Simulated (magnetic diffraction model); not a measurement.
# Which magnetic order? NdRuC2

Space group Pnma (no. 62), a = 6.2460 Å, b = 5.6470 Å, c = 6.7260 Å.

| site | atom | x | y | z |
| --- | --- | --- | --- | --- |
| 4c | Nd | 0.4962 | 3/4 | 0.1738 |
| 4c | Ru | 0.3103 | 3/4 | 0.6851 |
| 8d | C | 0.8682 | 0.0864 | 0.0290 |

The compound is invented for this exercise: a known structure type with other elements, its cell scaled to their sizes and not relaxed.

Only Nd is taken to order (form factors of Nd3+); orders and moment sizes are assumed, and not adapted to the symmetry. Radiation: neutrons of λ = 1.8 Å, 3° to 55°; isotropic B of 0.31 Å² (Nd), 0.38 Å² (Ru) and 0.54 Å² (C). The intensities are simulated: I ∝ L Σ (|F_N|² + |F_M⊥|²) for unpolarised neutrons, with F_M = 2.695 fm/μB × Σ f(s) S exp(2πi Q·r) exp(−B s²) at Q = H ± k (one set where k and −k are equivalent), only the part normal to Q counting and L = 1/(sin²θ cos θ). For collinear order S is the moment m, which repeats by lattice and centring translations R with the sign exp(−2πi k·R). Form factors are spin-only for 3d ions and dipole or tabulated for f ions, scattering lengths are Sears's of 1992, and absorption is left out. A label names one of the reflections at its angle. The strongest nuclear line in the range is 100, and lines under 0.2 are left out.

Above the ordering temperature:

| 2θ (°) | index | I |
| --- | --- | --- |
| 22.68 | (1 0 1) | 46.8 |
| 24.02 | (0 1 1) | 0.8 |
| 29.32 | (1 1 1) | 8.6 |
| 31.05 | (0 0 2) | 3.1 |
| 33.50 | (2 0 0) | 0.6 |
| 35.39 | (1 0 2) | 1.0 |
| 37.05 | (2 0 1) | 1.4 |
| 37.17 | (0 2 0) | 16.8 |
| 38.45 | (2 1 0) | 1.1 |
| 40.14 | (1 1 2) | 76.6 |
| 41.64 | (2 1 1) | 100.0 |
| 43.99 | (1 2 1) | 29.3 |
| 46.32 | (2 0 2) | 1.2 |
| 49.19 | (0 2 2) | 61.7 |
| 50.22 | (2 1 2) | 51.4 |
| 50.49 | (1 0 3) | 43.0 |
| 50.90 | (2 2 0) | 2.5 |
| 51.18 | (0 1 3) | 1.2 |
| 52.26 | (1 2 2) | 21.0 |
| 53.50 | (2 2 1) | 12.9 |
| 53.81 | (3 0 1) | 62.5 |
| 54.17 | (1 1 3) | 48.6 |

Below it (cell unchanged):

```tsv
2θ (°)	I
16.57	27.7
22.68	46.8
24.02	0.8
29.32	27.9
31.05	3.1
33.50	0.6
35.39	1.9
36.30	1.9
37.05	3.2
37.17	16.8
38.45	1.1
40.14	76.6
40.45	1.5
40.95	8.3
41.64	100.0
43.99	29.3
46.32	1.2
49.19	61.7
50.22	55.6
50.49	43.0
50.90	2.5
51.18	1.2
51.22	2.5
52.26	23.0
53.50	14.7
53.81	62.6
54.17	48.7
```

**Question.** Find the propagation vector, then choose among these models:
A. collinear moments along [001], 1.9 μB on Nd; signs + at (0.4962, 3/4, 0.1738), − at (0.9962, 3/4, 0.3262), − at (0.5038, 1/4, 0.8262), + at (0.0038, 1/4, 0.6738)
B. collinear moments along [100], 1.9 μB on Nd; signs + at (0.4962, 3/4, 0.1738), − at (0.9962, 3/4, 0.3262), − at (0.5038, 1/4, 0.8262), + at (0.0038, 1/4, 0.6738)
C. collinear moments along [100], 1.9 μB on Nd; signs + at (0.4962, 3/4, 0.1738), − at (0.9962, 3/4, 0.3262), + at (0.5038, 1/4, 0.8262), − at (0.0038, 1/4, 0.6738)
D. collinear moments along [001], 1.9 μB on Nd; signs + at (0.4962, 3/4, 0.1738), − at (0.9962, 3/4, 0.3262), + at (0.5038, 1/4, 0.8262), − at (0.0038, 1/4, 0.6738)

No line moves, and magnetic intensity falls on nuclear lines such as the one at 29.32°; new lines at (1 0 0), (0 1 2) and (0 2 1) have whole indices that obey the lattice centring, at places with no nuclear intensity to speak of, so the magnetic cell equals the chemical primitive cell: k = 0.

Magnetic intensity, observed (below minus above) and for each model:

| 2θ (°) | index | observed | A | B | C | D |
| --- | --- | --- | --- | --- | --- | --- |
| 15.38 | (0 0 1) | <0.2 | <0.2 | <0.2 | 6.8 | <0.2 |
| 16.57 | (1 0 0) | 27.7 | <0.2 | <0.2 | <0.2 | 27.7 |
| 22.68 | (1 0 1) | <0.2 | 12.3 | 10.6 | <0.2 | <0.2 |
| 24.81 | (1 1 0) | <0.2 | 24.1 | 13.3 | <0.2 | <0.2 |
| 29.32 | (1 1 1) | 19.3 | <0.2 | <0.2 | 18.1 | 19.3 |
| 36.30 | (0 1 2) | 1.9 | <0.2 | <0.2 | 7.2 | 1.9 |
| 40.95 | (1 2 0) | 8.3 | <0.2 | <0.2 | 6.9 | 8.3 |
| 43.99 | (1 2 1) | <0.2 | 9.7 | 9.5 | <0.2 | <0.2 |

Model D matches.

The absence at (0 0 1) is telling: Q lies along the moments there, so the part normal to Q vanishes.

The structure used: k = (0 0 0), collinear moments along [001], 1.9 μB on Nd; signs + at (0.4962, 3/4, 0.1738), − at (0.9962, 3/4, 0.3262), + at (0.5038, 1/4, 0.8262), − at (0.0038, 1/4, 0.6738).

[Logs are printed without paths, hosts, clocks, repeated set-up lines and the standing remarks that a program may print on its own settings, such as how far it seeks lower states.]
